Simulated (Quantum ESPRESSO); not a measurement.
# The states of the two spins in InNi2SbO6

Aim: the densities of states of InNi2SbO6 in the lowest state of several starts.

Calculated with Quantum ESPRESSO 7.5; PBEsol; plane waves with GBRV 1.5 PBEsol potentials, no spin-orbit coupling.

**1. The structure**

Symmetry: R3, No. 146, trigonal system. The conventional cell has a = 5.286 Å, b = 5.286 Å, c = 14.240 Å, α = 90.00°, β = 90.00°, γ = 120.00°. Nearest to In lie 6 O at 2.13 to 2.29 Å. Nearest to Ni lie 6 O at 2.05 to 2.15 Å. Nearest to Ni lie 6 O at 2.08 to 2.16 Å. Nearest to Sb lie 6 O at 2.00 to 2.06 Å. Nearest to O lie 1 Sb at 2.00 Å and 2 Ni at 2.08 to 2.15 Å and 1 In at 2.29 Å. O has 2 Ni at 2.05 to 2.16 Å and 1 Sb at 2.06 Å and 1 In at 2.13 Å nearest. Farther neighbours and most contacts between anions are not listed.

The cell comes from Materials Project 2023-11-01, a database of computed structures, and need not be the stable phase.

**2. The magnetic state**

This state came out lowest in a comparison of starts that is told elsewhere.

The input, pw.in:

```
&CONTROL
  calculation = 'scf'
  prefix = 'pwscf'
  outdir = './tmp'
  pseudo_dir = './pseudo'
  disk_io = 'low'
/
&SYSTEM
  ibrav = 0
  celldm(1) = 8
  nat = 10
  ntyp = 5
  ecutwfc = 40
  ecutrho = 280
  nbnd = 68
  occupations = 'smearing'
  smearing = 'fd'
  degauss = 0.00367493
  nspin = 2
  starting_magnetization(1) = 0
  starting_magnetization(2) = 0.1111
  starting_magnetization(3) = -0.1111
  starting_magnetization(4) = 0
  starting_magnetization(5) = 0
/
&ELECTRONS
  conv_thr = 2d-08
  electron_maxstep = 150
  mixing_beta = 0.3
/
ATOMIC_SPECIES
In    114.8180 in_pbesol_v1.4.uspp.F.UPF
Ni1    58.6934 ni_pbesol_v1.4.uspp.F.UPF
Ni2    58.6934 ni_pbesol_v1.4.uspp.F.UPF
Sb    121.7600 sb_pbesol_v1.4.uspp.F.UPF
O      15.9990 o_pbesol_v1.2.uspp.F.UPF
CELL_PARAMETERS alat
   0.6243546544384    0.3604713278128    1.1212377622045
  -0.6243546544384    0.3604713278128    1.1212377622045
   0.0000000000000   -0.7209426556257    1.1212377622045
ATOMIC_POSITIONS crystal
In      0.2056830000    0.2056830000    0.2056830000
Ni1     0.9983680000    0.9983680000    0.9983680000
Ni2     0.4931743300    0.4931743300    0.4931743300
Sb      0.6959510000    0.6959510000    0.6959510000
O       0.7864580000    0.0838620000    0.4128670000
O       0.0838620000    0.4128670000    0.7864580000
O       0.4128670000    0.7864580000    0.0838620000
O       0.3021400000    0.8828500000    0.6150450000
O       0.8828500000    0.6150450000    0.3021400000
O       0.6150450000    0.3021400000    0.8828500000
K_POINTS automatic
6 6 6 0 0 0
```

On the command line:

```sh
OMP_NUM_THREADS=1 mpirun -n 4 pw.x -nk 4 -in pw.in > pw.out
```

Output:

```text
Program PWSCF v.7.5 starts

     Message from routine setup:
     using ibrav=0 with symmetry is DISCOURAGED, use correct ibrav instead

     K-points division:     npool     =       4
     Subspace diagonalization in iterative solution of the eigenvalue problem:

     bravais-lattice index     =            0
     lattice parameter (alat)  =       8.0000  a.u.
     unit-cell volume          =     775.2129 (a.u.)^3
     number of atoms/cell      =           10
     number of atomic types    =            5
     number of electrons       =       100.00
     number of Kohn-Sham states=           68
     kinetic-energy cutoff     =      40.0000  Ry
     charge density cutoff     =     280.0000  Ry
     scf convergence threshold =      2.0E-08
     mixing beta               =       0.3000
     number of iterations used =            8  plain     mixing
     Exchange-correlation= SLA  PW   PSX  PSC
                           (   1   4  10   8   0   0   0)

     celldm(1)=   8.000000  celldm(2)=   0.000000  celldm(3)=   0.000000
     celldm(4)=   0.000000  celldm(5)=   0.000000  celldm(6)=   0.000000

     crystal axes: (cart. coord. in units of alat)
               a(1) = (   0.624355   0.360471   1.121238 )
               a(2) = (  -0.624355   0.360471   1.121238 )
               a(3) = (   0.000000  -0.720943   1.121238 )

     reciprocal axes: (cart. coord. in units 2 pi/alat)
               b(1) = (  0.800827  0.462358  0.297290 )
               b(2) = ( -0.800827  0.462358  0.297290 )
               b(3) = (  0.000000 -0.924715  0.297290 )

     PseudoPot. # 1 for In read from file:
     in_pbesol_v1.4.uspp.F.UPF
     Pseudo is Ultrasoft + core correction, Zval = 13.0

     PseudoPot. # 2 for Ni read from file:
     ni_pbesol_v1.4.uspp.F.UPF
     Pseudo is Ultrasoft + core correction, Zval = 18.0

     PseudoPot. # 3 for Ni read from file:
     ni_pbesol_v1.4.uspp.F.UPF
     Pseudo is Ultrasoft + core correction, Zval = 18.0

     PseudoPot. # 4 for Sb read from file:
     sb_pbesol_v1.4.uspp.F.UPF
     Pseudo is Ultrasoft + core correction, Zval = 15.0

     PseudoPot. # 5 for O  read from file:
     o_pbesol_v1.2.uspp.F.UPF
     Pseudo is Ultrasoft + core correction, Zval =  6.0

     atomic species   valence    mass     pseudopotential
     In               13.00   114.81800     In( 1.00)
     Ni1              18.00    58.69340     Ni( 1.00)
     Ni2              18.00    58.69340     Ni( 1.00)
     Sb               15.00   121.76000     Sb( 1.00)
     O                 6.00    15.99900     O ( 1.00)

     Starting magnetic structure
     atomic species   magnetization
     In              0.000
     Ni1             0.111
     Ni2            -0.111
     Sb              0.000
     O               0.000

      3 Sym. Ops. (no inversion) found

   Cartesian axes

     site n.     atom                  positions (alat units)
         1        In     tau(   1) = (  -0.0000000  -0.0000000   0.6918586  )
         2        Ni1    tau(   2) = (  -0.0000000  -0.0000000   3.3582237  )
         3        Ni2    tau(   3) = (  -0.0000000  -0.0000000   1.6588970  )
         4        Sb     tau(   4) = (   0.0000000  -0.0000000   2.3409796  )
         5        O      tau(   5) = (   0.4386691   0.0160720   1.4387577  )
         6        O      tau(   6) = (  -0.2054158  -0.3879346   1.4387577  )
         7        O      tau(   7) = (  -0.2332533   0.3718626   1.4387577  )
         8        O      tau(   8) = (  -0.3625690  -0.0162573   2.0182672  )
         9        O      tau(   9) = (   0.1672053   0.3221226   2.0182672  )
        10        O      tau(  10) = (   0.1953637  -0.3058653   2.0182672  )

     number of k points=    40  Fermi-Dirac smearing, width (Ry)=  0.0037
                       cart. coord. in units 2pi/alat
        k(    1) = (   0.0000000   0.0000000   0.0000000), wk =   0.0046296
        k(    2) = (   0.0000000  -0.1541192   0.0495484), wk =   0.0277778
        k(    3) = (   0.0000000  -0.3082384   0.0990968), wk =   0.0277778
        k(    4) = (   0.0000000   0.4623576  -0.1486452), wk =   0.0138889
        k(    5) = (  -0.1334711  -0.0770596   0.0990968), wk =   0.0277778
        [... 35 further k-points ...]

     Dense  grid:    61349 G-vectors     FFT dimensions: (  60,  60,  60)

     Smooth grid:    26491 G-vectors     FFT dimensions: (  45,  45,  45)

     Check: negative core charge=   -0.000007
     Generating pointlists ...
     new r_m :   0.2073 (alat units)  1.6584 (a.u.) for type    1
     new r_m :   0.1999 (alat units)  1.5992 (a.u.) for type    2
     new r_m :   0.2026 (alat units)  1.6205 (a.u.) for type    3
     new r_m :   0.1953 (alat units)  1.5627 (a.u.) for type    4
     new r_m :   0.1953 (alat units)  1.5627 (a.u.) for type    5

     Initial potential from superposition of free atoms

     starting charge      93.5000, renormalised to     100.0000
     Starting wfcs are   68 randomized atomic wfcs

     Self-consistent Calculation

     iteration #  1     ecut=    40.00 Ry     beta= 0.30
     Davidson diagonalization with overlap
     ethr =  1.00E-02,  avg # of iterations =  4.9

     total energy              =   -1164.59611298 Ry
     estimated scf accuracy    <      88.59633358 Ry

     total magnetization       =    -0.14 Bohr mag/cell
     absolute magnetization    =     2.06 Bohr mag/cell

     iteration #  2     ecut=    40.00 Ry     beta= 0.30
     Davidson diagonalization with overlap
     ethr =  1.00E-02,  avg # of iterations =  3.0

     total energy              =   -1197.52034704 Ry
     estimated scf accuracy    <      50.58875570 Ry

     total magnetization       =     0.00 Bohr mag/cell
     absolute magnetization    =     0.29 Bohr mag/cell

     [... further iterations left out ...]

     iteration # 18     ecut=    40.00 Ry     beta= 0.30
     Davidson diagonalization with overlap
     ethr =  4.17E-10,  avg # of iterations =  2.0

     total energy              =   -1197.28928620 Ry
     estimated scf accuracy    <       0.00000005 Ry

     total magnetization       =     0.00 Bohr mag/cell
     absolute magnetization    =     3.43 Bohr mag/cell

     iteration # 19     ecut=    40.00 Ry     beta= 0.30
     Davidson diagonalization with overlap
     ethr =  5.47E-11,  avg # of iterations =  1.8

     Magnetic moment per site  (integrated on atomic sphere of radius R)
     atom   1 (R=0.207)  charge=  9.3051  magn=  0.0015
     atom   2 (R=0.200)  charge= 15.5595  magn=  1.4235
     atom   3 (R=0.203)  charge= 15.6166  magn= -1.4370
     atom   4 (R=0.195)  charge= 10.1003  magn= -0.0013
     atom   5 (R=0.195)  charge=  5.4557  magn=  0.0088
     atom   6 (R=0.195)  charge=  5.4557  magn=  0.0088
     atom   7 (R=0.195)  charge=  5.4557  magn=  0.0088
     atom   8 (R=0.195)  charge=  5.4728  magn= -0.0055
     atom   9 (R=0.195)  charge=  5.4728  magn= -0.0055
     atom  10 (R=0.195)  charge=  5.4728  magn= -0.0055

     End of self-consistent calculation

     [... lines left out ...]
     the Fermi energy is    10.8762 ev

!    total energy              =   -1197.28928673 Ry
     estimated scf accuracy    <          5.5E-09 Ry
     smearing contrib. (-TS)   =      -0.00019121 Ry
     internal energy E=F+TS    =   -1197.28909552 Ry

     The total energy is F=E-TS. E is the sum of the following terms:
     one-electron contribution =    -673.05132082 Ry
     hartree contribution      =     400.09620283 Ry
     xc contribution           =    -194.74228877 Ry
     ewald contribution        =    -729.59168876 Ry

     total magnetization       =     0.00 Bohr mag/cell
     absolute magnetization    =     3.43 Bohr mag/cell

     convergence has been achieved in  19 iterations

=------------------------------------------------------------------------------=
   JOB DONE.
=------------------------------------------------------------------------------=
```

It took 3.3 min on 4 MPI ranks of Arm Neoverse V2, shared host; peak memory 0.96 GiB.

Spin moment in the atom's sphere by atom:

| atom | spin moment in the atom's sphere (μB) |
| --- | --- |
| In1 | 0.00 |
| Ni2 | 1.42 |
| Ni3 | -1.44 |
| Sb4 | 0.00 |
| O5 | 0.01 |
| O6 | 0.01 |
| O7 | 0.01 |
| O8 | -0.01 |
| O9 | -0.01 |
| O10 | -0.01 |

Numbers from this step:

```yaml
smearing_term_ts: 0.002602 eV
magnetization: 0 μB
absolute_magnetization: 3.429 μB
final_state: antiferromagnetic
```

(Continued in part 2 of 2.)

[Logs and program files are shortened in this print: banners, set-up blocks, solver, clock and traceback lines can be left out without a mark of their own.]

[Logs are printed without paths, hosts, clocks, repeated set-up lines and the standing remarks that a program may print on its own settings, such as how far it seeks lower states.]

[Hosts, paths, dates, database ids (printed as entryN), source tags and the programs' standing remarks are cut or masked in the printed files.]

[Where a cell is said to come from a database of computed structures, the database is the Materials Project.]
